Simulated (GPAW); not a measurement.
## Optical response of PtS2

Wanted: where PtS2 starts to absorb, how strongly, and its refractive index.

Calculated with GPAW 26.7.0; DFT, PBE, plane-wave PAW (GPAW data sets), scalar-relativistic, RPA, optical limit.

### Step 1. Set-up

Symmetry: P-3m1, No. 164, trigonal system. The conventional cell has a = 3.543 Å, b = 3.543 Å, c = 5.039 Å, α = 90.00°, β = 90.00°, γ = 120.00°. Nearest to Pt lie 6 S at 2.34 Å. Nearest to S lie 3 Pt at 2.34 Å. Farther neighbours and most contacts between anions are not listed.

Structure file:

```cif
data_structure
_symmetry_space_group_name_H-M 'P-3m1'
_symmetry_Int_Tables_number 164
_cell_length_a 3.5432
_cell_length_b 3.5432
_cell_length_c 5.0388
_cell_angle_alpha 90.000
_cell_angle_beta 90.000
_cell_angle_gamma 120.000
_cell_volume 54.78
loop_
_atom_site_label
_atom_site_type_symbol
_atom_site_symmetry_multiplicity
_atom_site_Wyckoff_symbol
_atom_site_fract_x
_atom_site_fract_y
_atom_site_fract_z
_atom_site_occupancy
Pt1 Pt 1 a 0.00000 0.00000 0.00000 1
S1 S 2 d 0.66667 0.33333 0.77300 1
```

### Step 2. Ground state

First the ground state: is it a metal or has it a gap?

This step: DFT, PBE, plane-wave PAW (GPAW data sets), scalar-relativistic, ground state (GPAW 26.7.0).

Input file gs.py:

```python
from ase import Atoms
from ase.dft.bandgap import bandgap
from gpaw import GPAW, PW, FermiDirac

atoms = Atoms(['Pt', 'S', 'S'],
              cell=[[3.543200000006, 0.000000000000, 0.000000000000],
                    [-1.771600000003, 3.068501210694, 0.000000000000],
                    [0.000000000000, 0.000000000000, 5.038800000000]],
              scaled_positions=[[0.000000000000, 0.000000000000, 0.000000000000],
                                [0.666666666667, 0.333333333333, 0.773000000000],
                                [0.333333333333, 0.666666666667, 0.227000000000]],
              pbc=[True, True, True])
atoms.calc = GPAW(mode=PW(400), xc='PBE', kpts={'size': (9, 9, 5), 'gamma': True},
                  occupations=FermiDirac(0.05), maxiter=150, txt='gs.txt')
print('energy (eV)', atoms.get_potential_energy())
print('Fermi level (eV)', atoms.calc.get_fermi_level())
print('valence electrons', atoms.calc.get_number_of_electrons())
print('gap (eV)', bandgap(atoms.calc, output=None)[0])
print('direct gap (eV)', bandgap(atoms.calc, direct=True, output=None)[0])
atoms.calc.write('gs.gpw')
```

Command:

```bash
$ OMP_NUM_THREADS=1 python gs.py
```

Numbers of over 12 decimals in the logs are rounded to 6 here.

Log:

```text
__  _  _
 | _ |_)|_||  |
 |__||  | ||/\| - 26.7.0

Versions:
  Python: 3.12.14
  ASE:    3.29.0
  Numpy:  2.5.5
  Scipy:  1.18.1
  Libxc:  7.0.0

Input parameters:
  mode=PW(ecut=400.0),
  kpts=MonkhorstPack(size=(9, 9, 5), gamma=True),
  maxiter=150,
  occupations=Occupations(name='fermi-dirac', width=0.05, fixmagmom=False),
  xc=XC(name='PBE')

Diagonalizing LCAO Hamiltonian
Converting LCAO to pw mode

            S

         S

       Pt

Atoms  # Å, Bohr magnetons
|   | symbol |         x |        y |        z |    initial magnetic moments |
| 0 |     Pt |  0.000000 | 0.000000 | 0.000000 | ( 0.0000,  0.0000,  0.0000) |
| 1 |      S |  1.771600 | 1.022834 | 3.894992 | ( 0.0000,  0.0000,  0.0000) |
| 2 |      S | -0.000000 | 2.045667 | 1.143808 | ( 0.0000,  0.0000,  0.0000) |

Unit cell  # Å
| periodic |         x |        y |        z |  lengths |     angles |
|      yes |  3.543200 | 0.000000 | 0.000000 | 3.543200 |  90.000000 |
|      yes | -1.771600 | 3.068501 | 0.000000 | 3.543200 |  90.000000 |
|      yes |  0.000000 | 0.000000 | 5.038800 | 5.038800 | 120.000000 |

Number of symmetries: 12
Symmetry operations  # r_c * U_cc + t_c -> r_c
|    | kind |            matrix            |
|  0 |  σ   |  1, 1, 0,  0,-1, 0,  0, 0, 1 |
|  1 |  S6  |  1, 1, 0, -1, 0, 0,  0, 0,-1 |
|  2 |  E   |  1, 0, 0,  0, 1, 0,  0, 0, 1 |
|  3 |  C2  |  1, 0, 0, -1,-1, 0,  0, 0,-1 |
|  4 |  C2  |  0, 1, 0,  1, 0, 0,  0, 0,-1 |
|  5 |  C3  |  0, 1, 0, -1,-1, 0,  0, 0, 1 |
|  6 |  S6  |  0,-1, 0,  1, 1, 0,  0, 0,-1 |
|  7 |  σ   |  0,-1, 0, -1, 0, 0,  0, 0, 1 |
|  8 |  σ   | -1, 0, 0,  1, 1, 0,  0, 0, 1 |
|  9 |  i   | -1, 0, 0,  0,-1, 0,  0, 0,-1 |
| 10 |  C3  | -1,-1, 0,  1, 0, 0,  0, 0, 1 |
| 11 |  C2  | -1,-1, 0,  0, 1, 0,  0, 0,-1 |

BZ-sampling:
  Number of BZ points: 405
  Number of IBZ points: 50

  Monkhorst-Pack size: [9, 9, 5]
  Monkhorst-Pack shift: [0, 0, 0]

K-points  # in reciprocal-cell coordinates
|     |                                coordinates |     weight |
|   0 | (  0.00000000,   0.00000000,   0.00000000) | 0.00246914 |
|   1 | (  0.00000000,   0.00000000,   0.20000000) | 0.00493827 |
|   2 | (  0.00000000,   0.00000000,   0.40000000) | 0.00493827 |
|   3 | (  0.11111111,   0.00000000,  -0.40000000) | 0.01481481 |
|   4 | (  0.11111111,   0.00000000,  -0.20000000) | 0.01481481 |
|   5 | (  0.11111111,   0.00000000,   0.00000000) | 0.01481481 |
|   6 | (  0.11111111,   0.00000000,   0.20000000) | 0.01481481 |
|   7 | (  0.11111111,   0.00000000,   0.40000000) | 0.01481481 |
|   8 | (  0.22222222,  -0.11111111,   0.00000000) | 0.01481481 |
|   9 | (  0.22222222,  -0.11111111,   0.20000000) | 0.02962963 |
| ... |                                            |            |
|  49 | (  0.44444444,   0.44444444,   0.40000000) | 0.02962963 |

Plane wave coefficients: 1004
Cutoff: 400.0 eV

Spin-components: 1 (collinear spins)
Bands:           20
Projectors:      16
Spin-degeneracy: 2
Datatype:        complex128

Parallelization:
  kpt:    1
  domain: 1
  band:   1

Density:
  Valence electrons: 28.0
  Components: 1
  Grid points: [18 18 24]
  Charge: 0.0  # |e|

Potential:
  Grid points: [18 18 24]

species:
  Pt:
    name:    Platinum
    id:
    Z:       78.0
    valence: 16
    core:    62
    charge:  0.0  # [|e|]
    compensation charges:
      type: gauss
      rc: 0.41  # [Å]
      lmax: 2
    cutoffs:
      filter: 2.26  # [Å]
      core: 2.26  # [Å]
    projectors
    | kind |    occ | energy [eV] | rcut [Å] |
    |   6s |  1.000 |      -5.628 |    1.307 |
    |   5p |  6.000 |     -56.051 |    1.371 |
    |   6p |  0.000 |      -0.845 |    1.371 |
    |   5d |  9.000 |      -6.153 |    1.307 |
    |    s |        |      21.583 |    1.307 |
    |    d |        |      21.058 |    1.307 |

    Using partial waves for Pt as LCAO basis

  S:
    name:    Sulfur
    id:
    Z:       16.0
    valence: 6
    core:    10
    charge:  0.0  # [|e|]
    compensation charges:
      type: gauss
      rc: 0.24  # [Å]
      lmax: 2
    cutoffs:
      filter: 1.77  # [Å]
      core: 1.66  # [Å]
    projectors
    | kind |    occ | energy [eV] | rcut [Å] |
    |   3s |  2.000 |     -17.254 |    0.974 |
    |   3p |  4.000 |      -7.008 |    0.979 |
    |    s |        |       9.957 |    0.974 |
    |    p |        |      20.203 |    0.979 |
    |    d |        |       0.000 |    0.900 |

    Using partial waves for S as LCAO basis

Reference energy: -522090.602563  # eV

eigensolver:
  PPCG
  Converge bands: occupied
  niter=2

density mixing:
  MSR1-Mixer
  Pratt-step length: 0.05
  Maximum mixing coefficient: 0.75
  Old densities: 10
  SVD Regularization: 0.005
  Good broyden scale: 1.0
  Trust region scale: 1.0
  Backstep threshold: 4.0
  History deletion threshold: 6.0
  Fourier metric: weight=20.0, sigma=0.015

occupation numbers:
  Fermi-Dirac:
    width: 0.0500  # eV

poisson solver:
  ecut: 3200.0  # eV

xc functional:
  name: PBE with 2 nearest neighbor stencil

convergence criteria:
- Maximum [total energy] change in last 3 cyles: 0.0005 eV / valence electron
- Maximum integral of absolute [dens]ity change: 0.0001 electrons / valence electron
- Maximum integral of absolute [eigenst]ate change: 4e-08 eV^2 / valence electron
maximum number of iterations: 150

SCF iterations
|iter     |      energy | eigst |  dens |
|iter:   1||  -16.951562 | +0.36 |       |
|iter:   2||  -16.439164 | -1.41 | -1.06 |
|iter:   3||  -15.472608 | -1.03 | -1.13 |
|iter:   4||  -15.453185 | -2.59 | -1.64 |
|iter:   5||  -15.440089 | -3.01 | -1.84 |
|iter:   6||  -15.440188c| -4.49 | -2.84 |
|iter:   7||  -15.440265c| -5.00 | -3.23 |
|iter:   8||  -15.440267c| -6.49 | -4.04c|
|iter:   9||  -15.440268c| -7.41c| -4.51c|

Converged in 9 steps
SCF loop duration: 18.664 s (2.074 s/step)
Energy contributions relative to reference atoms: (reference = -522090.602563)

Energy contributions:
  Kinetic:          12.469328
  Coulomb:         -13.065996
  Zero:             -0.403191
  External:          0.000000
  Xc:              -14.440406
  Entropy:          -0.000005
  Spinorbit:         0.000000
  ----------------------------
  Free energy:     -15.440270
  Extrapolated:    -15.440268

dipole moment: (-6.145617, -10.644521, -17.479417)  # |e|*Ang

Fermi level: 7.869
Eigenvalues  # (at kpt = [0.000, 0.000, 0.000])
| band index |      eig [eV] | occ [0-2] |
|          0 |       -46.522 |     2.000 |
|        ... |               |           |
|          6 |         0.377 |     2.000 |
|          7 |         0.495 |     2.000 |
|          8 |         3.397 |     2.000 |
|          9 |         3.397 |     2.000 |
|         10 |         5.601 |     2.000 |
|         11 |         6.269 |     2.000 |
|         12 |         6.269 |     2.000 |
|         13 |         7.276 |     2.000 |
|         14 |         9.831 |     0.000 |
|         15 |         9.831 |     0.000 |
|         16 |        12.173 |     0.000 |
|         17 |        13.172 |     0.000 |
|         18 |        15.265 |     0.000 |
|         19 |        15.265 |     0.000 |

Gap: 0.992 eV
Transition (v -> c):
  (s=0, k=12, n=13, [0.22, 0.00, -0.20]) -> (s=0, k=22, n=14, [0.33, 0.00, -0.20])
Direct/indirect transitions are different
Direct gap: 1.041 eV
Transition at: (s=0, k=12, n=13, [0.22, 0.00, -0.20])

--- standard output ---
energy (eV) -15.440268
Fermi level (eV) 7.869411
valence electrons 28.0
gap (eV) 0.991705
direct gap (eV) 1.040553
```

It took 20 s on 1 thread of Arm Neoverse V1, shared host; peak memory 0.17 GiB.

Read-outs, printed or worked out from the files:

| Property | Result |
| --- | --- |
| energy | -15.44 eV |
| Fermi energy | 7.869 eV |
| gap on the k-mesh | 0.9917 eV |
| direct gap on the mesh | 1.041 eV |
| electrons | 28 |

There is a gap, 0.99 eV on this mesh (points off the mesh can give less), so no carriers' term is needed.

### Step 3. Bands for the response

At the fixed density, many empty bands are solved on the mesh of the response, since the spectrum sums over them.

This step: DFT, PBE, plane-wave PAW (GPAW data sets), scalar-relativistic, bands at fixed density (GPAW 26.7.0).

Input file nscf.py:

```python
from ase.dft.bandgap import bandgap
from gpaw import GPAW, FermiDirac

calc = GPAW('gs.gpw').fixed_density(kpts={'size': (18, 18, 12), 'gamma': True}, nbands=48, convergence={'bands': 42},
                                    occupations=FermiDirac(0.001), txt='nscf.txt')
print('gap (eV)', bandgap(calc, output=None)[0])
print('direct gap (eV)', bandgap(calc, direct=True, output=None)[0])
print('top band over the Fermi level (eV)', min(calc.get_eigenvalues(kpt=k)[41] for k in range(len(calc.get_ibz_k_points()))) - calc.get_fermi_level())
calc.write('full.gpw', mode='all')
```

Command:

```bash
$ OMP_NUM_THREADS=1 python nscf.py
```

Log:

```text
Diagonalizing LCAO Hamiltonian
Converting LCAO to pw mode
convergence criteria:
- Maximum integral of absolute [eigenst]ate change: 4e-08 eV^2 / valence electron
maximum number of iterations: 150

SCF iterations
|iter     |      energy | eigst |  dens |
|iter:   1||             | +3.32 |       |
|iter:   2||             | +2.02 |       |
|iter:   3||             | +1.02 |       |
|iter:   4||             | -0.05 |       |
|iter:   5||             | -1.00 |       |
|iter:   6||             | -1.95 |       |
|iter:   7||             | -2.78 |       |
|iter:   8||             | -3.70 |       |
|iter:   9||             | -4.52 |       |
|iter:  10||             | -5.39 |       |
|iter:  11||             | -6.12 |       |
|iter:  12||             | -6.82 |       |
|iter:  13||             | -7.43c|       |
SCF steps: 13
  __  _  _
 | _ |_)|_||  |
 |__||  | ||/\| - 26.7.0

Versions:
  Python: 3.12.14
  ASE:    3.29.0
  Numpy:  2.5.5
  Scipy:  1.18.1
  Libxc:  7.0.0

Input parameters:
  mode=PW(ecut=400.0),
  convergence={'bands': 42},
  gpts=array([18, 18, 24]),
  kpts=MonkhorstPack(size=(18, 18, 12), gamma=True),
  maxiter=150,
  nbands=48,
  occupations=Occupations(name='fermi-dirac', width=0.001, fixmagmom=False),
  parallel={},
  xc=XC(name='PBE')

--- standard output ---
gap (eV) 0.704217
direct gap (eV) 0.947121
top band over the Fermi level (eV) 28.100086
```

Run time: 7.9 min. Hardware: 1 thread; peak memory 0.55 GiB.

This step gave:

| Item | Value |
| --- | --- |
| gap on the k-mesh | 0.7042 eV |
| direct gap on the mesh | 0.9471 eV |

### Step 4. Dielectric function, RPA

Transitions between filled and empty bands, summed over the zone, give the optical response, so mesh, band count and broadening shape it.

The induced potential is part of this response.

This step: DFT, PBE, plane-wave PAW (GPAW data sets), scalar-relativistic, RPA, optical limit (GPAW 26.7.0).

Input file df.py:

```python
from gpaw.response.df import DielectricFunction

df = DielectricFunction('full.gpw', frequencies={'type': 'nonlinear', 'domega0': 0.03, 'omega2': 8},
                        ecut=50,
                        eta=0.2,
                        nbands=42,
                        txt='df.txt')
for direction in ['x', 'z']:
    df.get_dielectric_function(xc='RPA', direction=direction, filename=f'df_{direction}.csv')
```

Command:

```bash
$ OMP_NUM_THREADS=1 python df.py
```

Log:

```text
Using integrator: PointIntegrator
NonLinearFrequencyDescriptor(from 0.000 to 86.247 eV, 527 points)
Nonperiodic BCs:  [False False False]
Using integrator: PointIntegrator
NonLinearFrequencyDescriptor(from 0.000 to 86.247 eV, 527 points)
Nonperiodic BCs:  [False False False]

Calculating chi0 body with:
    Ground state adapter containing:
    Number of spins: 1
    Number of kpoints: 3888
    Number of irreducible kpoints: 394
    Number of completely occupied states: 14
    Number of partially occupied states: 14

    Linear response parametrization:
    q_c: [0.0, 0.0, 0.0]
    Number of frequency points: 527
    Planewave cutoff: 50.0
    Number of bands: 42
    Number of planewaves: 41
    Broadening (eta): 0.2

Integrating chi0 body.

Symmetries of q_c:
    Direct symmetries (Uq -> q): 12
    Indirect symmetries (TUq -> q): 0
In total 12 allowed symmetries.

394 groups of equivalent kpoints. 89.866255% reduction.

Integral kind: spectral function

Calculating chi0 optical extensions with:
    Ground state adapter containing:
    Number of spins: 1
    Number of kpoints: 3888
    Number of irreducible kpoints: 394
    Number of completely occupied states: 14
    Number of partially occupied states: 14

    Linear response parametrization:
    Number of frequency points: 527
    Planewave cutoff: 50.0
    Number of bands: 42
    Number of planewaves: 41
    Broadening (eta): 0.2
Integrating chi0 head and wings.

Symmetries of q_c:
    Direct symmetries (Uq -> q): 12
    Indirect symmetries (TUq -> q): 0
In total 12 allowed symmetries.

394 groups of equivalent kpoints. 89.866255% reduction.

Integral kind: spectral function wings
```

The job ended after 68 s (1 thread; peak memory 0.32 GiB).

Read-outs, printed or worked out from the files:

```
electronic dielectric constant ε∞, mean over x, y and z (by symmetry where fewer were run) : 14.14
```

Some rows of df_x.csv (energy; Re and Im without local fields; Re and Im with them):

```text
0.000000, 18.040955, 0.000000, 16.587061, 0.000000
0.555532, 18.998054, 0.817006, 17.443470, 0.731905
1.143969, 22.755964, 4.077300, 20.764358, 3.664280
1.768324, 19.917489, 16.875283, 18.250150, 14.784400
2.431988, 9.956452, 19.492342, 9.895453, 17.449205
3.138794, 2.787954, 16.015308, 3.473276, 14.576405
3.893091, -1.927753, 10.850018, -1.202601, 10.709097
4.699832, -1.223057, 5.826152, -1.060585, 5.793456
5.564682, 1.538342, 4.505690, 1.507986, 4.433929
6.494155, 2.722084, 5.096363, 2.501769, 4.878537
7.495775, 1.312201, 6.839044, 1.311097, 6.649627
8.578281, -1.725974, 5.823113, -1.919808, 5.604951
9.751884, -0.876487, 2.744261, -1.192081, 2.415182
11.028587, 0.114095, 3.140719, 0.003197, 2.484764
12.422601, -0.662384, 3.809895, -0.210151, 3.034023
13.950874, -1.410860, 2.372568, -0.944647, 2.058171
15.633783, -1.357912, 1.421694, -0.660683, 1.332064
17.496047, -0.787901, 0.728021, -0.459401, 0.955060
19.567954, -0.375648, 0.416574, -0.156272, 0.652882
```

Sum at mesh points, not converged in k; values under the direct gap are tails of Lorentzian lines. The Im ε by photon energy; read off at these points:

```tsv
photon energy (eV)	E ∥ x	E ∥ z
0.00	0	0
0.50	0.632	0.531
1.00	2.45	3.10
1.50	9.92	6.60
1.63	13.0	7.07
2.00	15.5	5.80
2.43	17.4	4.94
2.50	17.4	4.94
3.00	15.3	5.69
3.50	13.7	5.17
4.00	9.92	2.77
4.50	6.81	1.85
5.00	4.73	1.32
5.50	4.36	1.61
6.00	4.63	3.13
6.50	4.89	3.45
6.71	5.42	3.59
7.00	6.05	3.43
7.50	6.65	3.07
7.91	6.87	3.01
8.00	6.84	2.96
8.50	5.88	2.84
9.00	4.08	3.17
9.50	2.73	3.22
10.00	2.23	2.93
10.50	2.38	3.19
11.00	2.48	3.03
11.50	2.59	3.11
12.00	2.88	3.45
12.50	3.05	3.08
13.00	2.73	2.91
13.50	2.33	2.55
14.00	2.02	2.29
14.50	1.69	2.09
15.00	1.49	2.04
15.50	1.37	1.94
16.00	1.22	1.85
16.50	1.15	1.78
17.00	1.08	1.73
17.50	0.954	1.56
18.00	0.830	1.47
18.50	0.759	1.33
19.00	0.694	1.23
19.50	0.656	1.20
```

Sum at mesh points, not converged in k. Table of reflectivity at normal incidence by photon energy; read off at these points:

```tsv
photon energy (eV)	E ∥ x (%)	E ∥ z (%)
0.00	36.7	25.5
0.50	37.5	26.6
1.00	40.3	30.0
1.50	45.0	31.3
2.00	45.2	26.6
2.50	46.3	23.9
3.00	45.4	25.9
3.50	46.5	26.3
4.00	45.3	16.2
4.50	41.3	9.54
5.00	31.7	8.71
5.50	23.5	13.4
6.00	23.8	17.6
6.50	23.8	17.9
7.00	28.2	17.6
7.50	31.9	16.0
8.00	36.5	15.5
8.50	41.3	14.9
9.00	44.5	16.4
9.50	41.0	17.3
10.00	30.8	15.7
10.50	23.6	17.2
11.00	22.0	17.0
11.50	21.3	17.2
12.00	23.3	20.6
12.50	26.8	20.9
13.00	31.6	21.6
13.50	32.3	21.2
14.00	33.7	20.2
14.22	34.2	19.6
14.50	34.1	18.9
15.00	32.7	18.0
15.50	31.7	18.4
16.00	31.0	18.2
16.50	29.4	17.5
17.00	29.4	19.9
17.50	30.5	19.3
18.00	30.3	19.9
18.50	28.3	20.1
19.00	26.9	19.3
19.50	24.6	19.8
```

Sum at mesh points, not converged in k; values under the direct gap are tails of Lorentzian lines. Loss function −Im 1/ε at q → 0 against energy loss; read off at these points:

```tsv
energy loss (eV)	E ∥ x	E ∥ z
0.0	0	0
0.5	0.00212	0.00555
1.0	0.00618	0.0237
1.5	0.0164	0.0538
2.0	0.0322	0.0952
2.5	0.0454	0.106
3.0	0.0611	0.116
3.5	0.0730	0.176
4.0	0.0989	0.306
4.5	0.140	0.251
5.0	0.210	0.140
5.5	0.208	0.0831
6.0	0.189	0.120
6.5	0.162	0.153
7.0	0.144	0.191
7.5	0.145	0.201
8.0	0.146	0.220
8.5	0.156	0.205
9.0	0.186	0.204
9.5	0.268	0.242
10.0	0.399	0.248
10.5	0.417	0.245
11.0	0.404	0.272
11.5	0.386	0.261
12.0	0.348	0.269
12.5	0.324	0.315
13.0	0.334	0.340
13.5	0.374	0.391
14.0	0.405	0.436
14.5	0.463	0.476
15.0	0.536	0.485
15.5	0.590	0.514
16.0	0.668	0.538
16.5	0.734	0.560
17.0	0.776	0.577
17.5	0.851	0.642
18.0	0.985	0.674
18.5	1.14	0.747
19.0	1.29	0.811
19.5	1.44	0.825
```

Sum at mesh points, not converged in k; values under the direct gap are tails of Lorentzian lines. Im ε, E ∥ x against photon energy; read off at these points:

```tsv
photon energy (eV)	without local fields	with local fields
0.0	0	0
1.0	2.72	2.45
2.0	17.8	15.5
2.4	19.5	17.4
3.0	16.8	15.3
4.0	10.00	9.92
5.0	4.77	4.73
6.0	4.70	4.63
7.0	6.41	6.05
8.0	6.95	6.84
9.0	4.29	4.08
10.0	2.63	2.23
11.0	3.13	2.48
12.0	3.72	2.88
13.0	3.15	2.73
14.0	2.33	2.02
15.0	1.82	1.49
16.0	1.19	1.22
17.0	0.846	1.08
18.0	0.648	0.830
19.0	0.486	0.694
```

From ε follow the optical constants at some laser and lamp lines:

```tsv
wavelength (nm)	n x	k x	R (%) x	1/α x	n z	k z	R (%) z	1/α z
1550	4.31	0.162	38.9	762 nm	3.28	0.230	28.6	535 nm
1064	4.59	0.423	41.6	200 nm	3.30	0.658	30.2	129 nm
633	4.35	1.755	45.1	29 nm	2.58	1.145	26.9	44 nm
405	3.09	2.411	45.2	13 nm	2.31	1.247	26.2	26 nm
308	2.05	2.374	45.1	10 nm	1.44	0.930	15.5	26 nm
248	1.49	1.589	31.7	12 nm	1.71	0.386	8.7	51 nm
193	1.96	1.206	23.3	13 nm	2.01	0.848	17.8	18 nm
```

Below the direct gap, k and the depth come from the tails of the Lorentzian lines, not from transitions.

Rows near the edge hang on the gap, which this functional as a rule makes too small, and phonon-assisted absorption is left out.

### Step 5. Summary of results

| Quantity | Value |
| --- | --- |
| electronic dielectric constant ε∞, mean over x, y and z (by symmetry where fewer were run) (RPA) | 14.1 |

In words: At this level (PBE, RPA) PtS2 has a mean ε∞ = 14.1 and n = 4.31 at 1550 nm (E ∥ x). On the mesh the gap is 0.70 eV and the least direct gap 0.95 eV, so on this mesh the band edges lie at different points. Local fields change the static value along x from 18.04 to 16.59 (-8 %). The static values by axis are 16.59 (x), 9.25 (z). Excitons and phonon-assisted transitions are missing; PBE gaps are as a rule too small, which pulls the onset down and ε∞ up. Spin-orbit coupling is left out although heavy atoms are present. In this version of GPAW the matrix elements of the optical limit are incomplete, which can lower ε − 1 by up to a tenth where first-row anions or d states rule, and shift it by more in d metals. The sum runs over mesh points 0.11 Å⁻¹ apart with no interpolation, so peaks are partly noise of the mesh; over so small a direct gap single mesh points weigh heavily, so ε∞, n and their changes from run to run can be far off.

[Machine, clock and banner lines and Python warnings are left out of the logs.]

[Logs are printed without paths, hosts, clocks, repeated set-up lines and the standing remarks that a program may print on its own settings, such as how far it seeks lower states.]

[Hosts, paths, dates, database ids (printed as entryN), source tags and the programs' standing remarks are cut or masked in the printed files.]
